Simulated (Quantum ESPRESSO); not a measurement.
# Dipole at the next field: Ti2CO2 MXene, 1 layer

Method. Quantum ESPRESSO 7.5, LDA, GBRV ultrasoft; sawtooth field along the normal with dipole correction, ions clamped, threshold 1e-9 Ry; cell area 7.946 Å².

```tsv
field (V/Å)	dipole (e Å a cell)
0	0.00002
0.1	0.02384
0.2	0.04768
```

**Question.** What is the dipole at 0.3 V/Å, and what electrostatic thickness 4πα/A follows from the rows?

**Fit.** The slope is (0.04768 − (0.00002))/0.2 = 0.2383 e Å²/V, so 4πα/A = 180.95 × 0.2383/7.946 = 5.43 Å. Linear response gives p = 0.00002 + 0.2383 × (0.3) = 0.07151 e Å; a parabola through the three rows gives 0.07154.

**The withheld run.** p = 0.07156 e Å. The line misses by 0.1 % of the induced dipole and the parabola by 0.0 %. The response is linear over this range.

Caveats: Electrons alone respond; local and semilocal functionals tend to overscreen.

[Logs are printed without paths, hosts, clocks, repeated set-up lines and the standing remarks that a program may print on its own settings, such as how far it seeks lower states.]
